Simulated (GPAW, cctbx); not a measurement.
# How far are the atoms of Ba3Zn from free atoms?

Aim: compute the bonding part of the density of Ba3Zn, find which reflections carry it, and see how it biases an ordinary refinement.

The start was made by putting kin elements into a known structure type; the compound need not exist, or be stable, in this form. All numbers below are calculated.

## Step 1: Find the equilibrium geometry

The density hangs on the geometry, so cell and atoms are relaxed first, with the symmetry held. The cutoff is set higher than for the density because stress converges slowly with plane waves.

Settings: GPAW 26.7.0, PBE, 570 eV, 4×4×4 k-points, Fermi–Dirac width 0.1 eV, BFGS to 0.03 eV/Å.

```text
cell
1.0
     5.554000000    0.000000000    0.000000000
     0.000000000    5.554000000    0.000000000
     0.000000000    0.000000000    5.554000000
Ba Zn
3 1
Direct
0.000000000 0.500000000 0.500000000
0.500000000 0.000000000 0.500000000
0.500000000 0.500000000 0.000000000
0.000000000 0.000000000 0.000000000
```

```console
$ OMP_NUM_THREADS=1 mpirun -n 4 gpaw python run.py > gpaw.log
```

```text
BFGS:    0       -6.418735        0.275137
BFGS:    1       -6.421945        0.263481
BFGS:    2       -6.461720        0.033999
BFGS:    3       -6.462552        0.002785
cell  5.7031 5.7031 5.7031  90.00 90.00 90.00
volume 185.492 A^3, largest force 0.000 eV/A, largest stress 0.01 GPa
```

After 3 steps the volume has changed by +8.3 % and the energy by -0.044 eV; the largest stress left is 0.01 GPa. It took 21 s on 4 cores of AMD EPYC 9R14 (Zen 4) (shared host), peak memory 0.92 GiB.

Relaxed structure: Pm-3m (no. 221), a = 5.7031 Å, b = 5.7031 Å, c = 5.7031 Å, α = 90.00°, β = 90.00°, γ = 90.00°.

```csv
atom,mult.,x,y,z
Ba1,3,0,1/2,1/2
Zn1,1,0,0,0
```

## Step 2: Density and charge transfer

X-rays see the whole electron density, so the PAW density is rebuilt with its core regions. Subtracting spherical free atoms from the same code cancels the cores and leaves the deformation density Δρ, the part due to bonding.

Settings: PBE, 450 eV, 4×4×4 k-points, Fermi–Dirac width 0.1 eV; primitive cell of 4 atoms.

```console
$ OMP_NUM_THREADS=1 mpirun -n 4 gpaw python run.py > gpaw.log
```

```text
|iter:   1|       0s |   -6.727146 | +0.69 |       |
|iter:   2|       0s |   -6.848852 | -1.52 | -1.26 |
|iter:   3|       0s |   -6.423178 | -1.76 | -1.31 |
...
|iter:  11|       2s |   -6.347664c| -6.58 | -4.81c|
|iter:  12|       3s |   -6.347665c| -7.03 | -5.06c|
|iter:  13|       3s |   -6.347665c| -7.62c| -5.32c|
```

```text
grid (56, 56, 56)  electrons 198.000  moved by bonding 0.617 e
deformation density beyond 0.5 A of the nuclei: max 0.026, min -0.040 e/A^3
atom        x       y       z   Voronoi charge  moment
Ba1    0.0000  0.5000  0.5000      0.018       0.00
Ba2    0.5000  0.0000  0.5000      0.018       0.00
Ba3    0.5000  0.5000  0.0000      0.018       0.00
Zn4    0.0000  0.0000  0.0000     -0.054       0.00
mean inner potential of superposed free atoms 14.720 V
total magnetic moment 0.000 muB
```

Deformation density in a plane through the shortest contact of the Ba atom at the origin, in 0.01 e/Å³ (clipped at ±99); x from -1.6 to 5.6 Å, y from 2.4 down to -2.4 Å:

```text
  0  -1  -1  -1   0   1   2   2   2   2   1   0  -1  -1  -1   0
  0  -1  -1  -1   0   1   2   2   2   2   1   0  -1  -1  -1   0
  0  -1  -1  -1   0   1   2   2   2   2   1   0  -1  -1  -1   0
  0   0   0   1   1   2   2   1   1   2   2   1   1   0   0   0
 -1   0   1  -1   0   3   2   1   1   2   3   0  -1   1   0  -1
 -1   1  -1   .  -2   0   1   0   0   1   0  -2   .  -1   1  -1
 -1   1  -3   .   .  -1   0  -1  -1   0  -1   .   .  -3   1  -1
  0   2  -2   .  -2   0   0  -1  -1   0   0  -2   .  -2   2   0
  1   2   2  -1   0   1   0  -1  -1   0   1   0  -1   2   2   1
  1   2   2   1   0   0   0   0   0   0   0   0   1   2   2   1
  2   1   1   0  -1  -1   0   0   0   0  -1  -1   0   1   1   2
  2   1   0  -1  -1  -1   0   0   0   0  -1  -1  -1   0   1   2
  2   1   1   0  -1  -1   0   0   0   0  -1  -1   0   1   1   2
```

Atoms in or within 0.15 Å of the plane: Ba (0.0, 0.0), Ba (4.0, 0.0) Å. Dots mark points within about 0.45 Å of a nucleus; large values next to them are atomic features.

Zn gains most (-0.05 e) and Ba loses most (+0.02 e), as electronegativity suggests. Along the shortest contact from the Ba atom at the map's origin, Ba–Ba at 4.03 Å, Δρ is -0.01 e/Å³ at the midpoint: little piles up between the atoms, as is usual in a metallic crystal, which this run finds. At the midpoints of other shortest contacts it is +0.01 (Ba–Zn, 4.03 Å) e/Å³. Point values carry grid noise of about 0.01 e/Å³. The run needed 13 iterations, 7.8 s.

## Step 3: From the density to structure factors

The Fourier components of Δρ, added to those of the free atoms, give the static X-ray structure factors; the Mott–Bethe relation turns them into the Fourier components V of the potential that fast electrons feel.

```text
static structure factors of the conventional cell: F in electrons, V (Mott-Bethe) in volts
   h  k  l      d  |F| table  |F| free   |F| DFT   change   |V| free  |V| DFT  change %
   0  1  0  5.7031    23.587    23.658    23.805    0.147     1.882    1.764     -6.3
   0  1  1  4.0327    22.460    22.491    22.443   -0.048     1.410    1.429      1.4
   1  1  1  3.2927   169.219   169.242   169.084   -0.158     7.704    7.747      0.6
   0  2  0  2.8516   163.756   163.728   163.731    0.003     6.886    6.885     -0.0
   0  2  1  2.5505    20.422    20.501    20.678    0.177     0.884    0.855     -3.2
   1  2  1  2.3283    19.893    20.008    20.101    0.093     0.803    0.790     -1.5
   0  2  2  2.0164   147.263   147.233   147.099   -0.133     5.100    5.114      0.3
   0  3  0  1.9010    18.645    18.816    18.777   -0.039     0.642    0.645      0.5
   1  2  2  1.9010    18.645    18.816    18.770   -0.046     0.642    0.646      0.6
   0  3  1  1.8035    18.325    18.498    18.489   -0.010     0.603    0.604      0.1
   1  3  1  1.7195   138.328   138.280   138.181   -0.099     4.363    4.371      0.2
   2  2  2  1.6463   135.781   135.723   135.603   -0.121     4.171    4.179      0.2
   0  3  2  1.5818    17.571    17.725    17.671   -0.053     0.512    0.515      0.6
   1  3  2  1.5242    17.373    17.515    17.482   -0.033     0.487    0.489      0.4
```

The largest X-ray change is +0.18 e on 021, 0.9 % of |F|. For electrons V goes as (Z − F)/g², so a change of F counts against Z − F, which is small at low angle and wherever the atoms' terms cancel: |V| of 010 moves by -6.3 % (1.88 to 1.76 V) against +0.6 % in |F|. The last three rows still change by up to 0.12 e; the table stops while the angles are still low. The tabulated Hartree–Fock atoms differ from the free DFT atoms by up to 0.17 e, so the choice of reference atom matters too.

## Step 4: The functional ladder

The same geometry is run with other functionals, to see whether the bonding signal is larger than the spread between approximations. Free atoms are LDA for LDA and PBE otherwise. Any other changed setting is in the row's label.

| run | ΔF 021 (e) | ΔF 111 (e) | ΔF 010 (e) | q(Zn) (e) | moved (e) | time |
| --- | --- | --- | --- | --- | --- | --- |
| PBE | +0.177 | -0.158 | +0.147 | -0.054 | 0.617 | 7.8 s |
| LDA | +0.161 | -0.134 | +0.135 | -0.054 | 0.589 | 7.4 s |
| RPBE | +0.191 | -0.161 | +0.148 | -0.066 | 0.695 | 8.3 s |

At the base's settings ΔF(021) spans +0.161 to +0.191 e, a spread of 17 % of the PBE value; over the three listed reflections the spread is at most 17 %, so sign and size hold across the functionals. Times are from shared hosts.

## Step 5: Refining ordinary atoms against data with bonding

Routine crystallography fits spherical atoms. To see the bias, intensities are simulated from tabulated atoms plus the DFT change ΔF, so that bonding alone can misfit (12148 reflections of the full sphere, merged to the counts below, to 0.4 Å, 1 % proportional noise plus counting noise, assumed isotropic U as listed, Δρ smeared by the mean U) and refined with cctbx over different ranges.

| range | data | R1 | GooF | U Ba1 (true 0.0062) | U Zn1 (true 0.0079) | largest shift (Å) | Δρ max, min (e/Å³) |
| --- | --- | --- | --- | --- | --- | --- | --- |
| all data | 360 | 0.0030 | 1.04 | 0.0062 | 0.0079 | 0.0000 | 0.19, -0.22 |
| low resolution, d > 0.84 | 54 | 0.0021 | 1.13 | 0.0062 | 0.0078 | 0.0000 | 0.07, -0.08 |
| high order, d < 0.75 | 289 | 0.0036 | 1.04 | 0.0062 | 0.0079 | 0.0000 | 0.18, -0.20 |
| occupancies free, d > 0.7 | 85 | 0.0021 | 1.03 | 0.0061 | 0.0077 | 0.0000 | 0.08, -0.07 |

With all data GooF is 1.04, so at this noise the bonding hardly shows; the top residual peak lies 2.85 Å from Ba and 2.85 Å from Ba. No U is off by more than 3 s.u. at low resolution. Symmetry fixes every coordinate, so the shifts are zero by construction. With Ba1 held at 1 and the scale free, the other occupancies refine to Zn1 0.998(0.001), within three s.u. of full.

## Step 6: Answer

Bonding moves 0.62 e in the primitive cell of Ba3Zn and changes the structure factors of the conventional cell in the table above by at most 0.18 e (021, 0.9 %). The shortest bond, Ba–Ba, has Δρ = -0.01 e/Å³ at its midpoint, with no localised bond charge. At the base's settings ΔF(021) spans +0.161 to +0.191 e, a spread of 17 % of the PBE value; over the three listed reflections the spread is at most 17 %, so sign and size hold across the functionals. With all data GooF is 1.04, so at this noise the bonding hardly shows. Limits: static density, frozen cores, no spin–orbit coupling.

[Outputs are excerpts: Python notices, other lines and further rows are left out; steps that failed or that the build refused (PBEsol, TPSS) are not shown.]

[Logs are printed without paths, hosts, clocks, repeated set-up lines and the standing remarks that a program may print on its own settings, such as how far it seeks lower states.]
